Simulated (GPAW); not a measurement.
The Li K edge of atom 5 in BaLiF3 (Pm-3m), with 6 F at 1.99 Å (octahedral, site symmetry m-3m), was computed in 2 ways: full core hole (charged cell) and no core hole. Program and functional: GPAW, LDA, Gaussian full width 0.9 eV up to 4 eV, rising linearly to 3.5 eV at 25 eV; cells of 5 and 10 atoms (the run without a hole in the smaller).

Each run is counted from its own lowest empty level or Fermi level and scaled to a mean of 1 over its first 20 eV.

```csv
E (eV),run 1,run 2
-2.0,0.00,0.00
-1.4,0.00,0.00
-0.8,0.00,0.00
-0.2,0.00,0.00
0.4,0.04,0.00
1.0,0.30,0.01
1.6,0.89,0.09
2.2,1.42,0.22
2.8,1.51,0.19
3.4,1.77,0.21
4.0,1.65,0.15
4.6,2.25,0.13
5.2,5.45,0.13
5.8,5.28,0.19
6.4,2.02,0.46
7.0,0.72,0.80
7.6,0.43,1.19
8.2,0.39,1.96
8.8,0.54,2.66
9.4,0.64,2.87
10.0,0.51,2.69
10.6,0.36,2.29
11.2,0.39,1.80
11.8,0.50,1.37
12.4,0.56,1.15
13.0,0.54,1.21
13.6,0.48,1.34
14.2,0.44,1.30
14.8,0.47,1.08
15.4,0.54,0.92
16.0,0.57,0.95
16.6,0.53,1.07
17.2,0.46,1.12
17.8,0.41,1.04
18.4,0.39,0.92
19.0,0.37,0.82
19.6,0.35,0.76
20.2,0.33,0.70
20.8,0.32,0.65
21.4,0.31,0.61
22.0,0.31,0.58
22.6,0.30,0.54
23.2,0.30,0.49
23.8,0.29,0.45
24.4,0.29,0.42
25.0,0.29,0.41
25.6,0.28,0.40
26.2,0.28,0.39
26.8,0.28,0.37
27.4,0.28,0.35
28.0,0.30,0.33
28.6,0.31,0.33
29.2,0.31,0.32
29.8,0.31,0.32
```

**Question.** Which run is which?

Run 1: full core hole (charged cell) (area from −2 to 6 eV 11.8, main maxima 3.6 eV (1.79), 5.5 eV (6.11), 9.3 eV (0.64) and 15.9 eV (0.57)). Run 2: no core hole (area from −2 to 6 eV 0.8, main maxima 2.3 eV (0.22), 9.4 eV (2.87), 13.8 eV (1.35) and 17.1 eV (1.12)). With each curve scaled to its own mean, the area from −2 to 6 eV with the hole is 11.8 against 0.8, and the centre of weight from −1 to 20 eV moves by -4.5 eV: the hole pulls the absorber's empty states down.

[Banner, clock and machine lines of the logs are left out without a mark of their own.]

[Logs are printed without paths, hosts, clocks, repeated set-up lines and the standing remarks that a program may print on its own settings, such as how far it seeks lower states.]

[Hosts, paths, dates, database ids (printed as entryN), source tags and the programs' standing remarks are cut or masked in the printed files.]

[Lists of maxima count a maximum above −3 eV only where it reaches 4 % of the highest in the window and stands out from its surroundings by 2 % of it (1.5 % where it reaches 55 %); shoulders and weaker maxima are passed over, and of the rest the first, up to two pre-edge ones and the few strongest are named.]
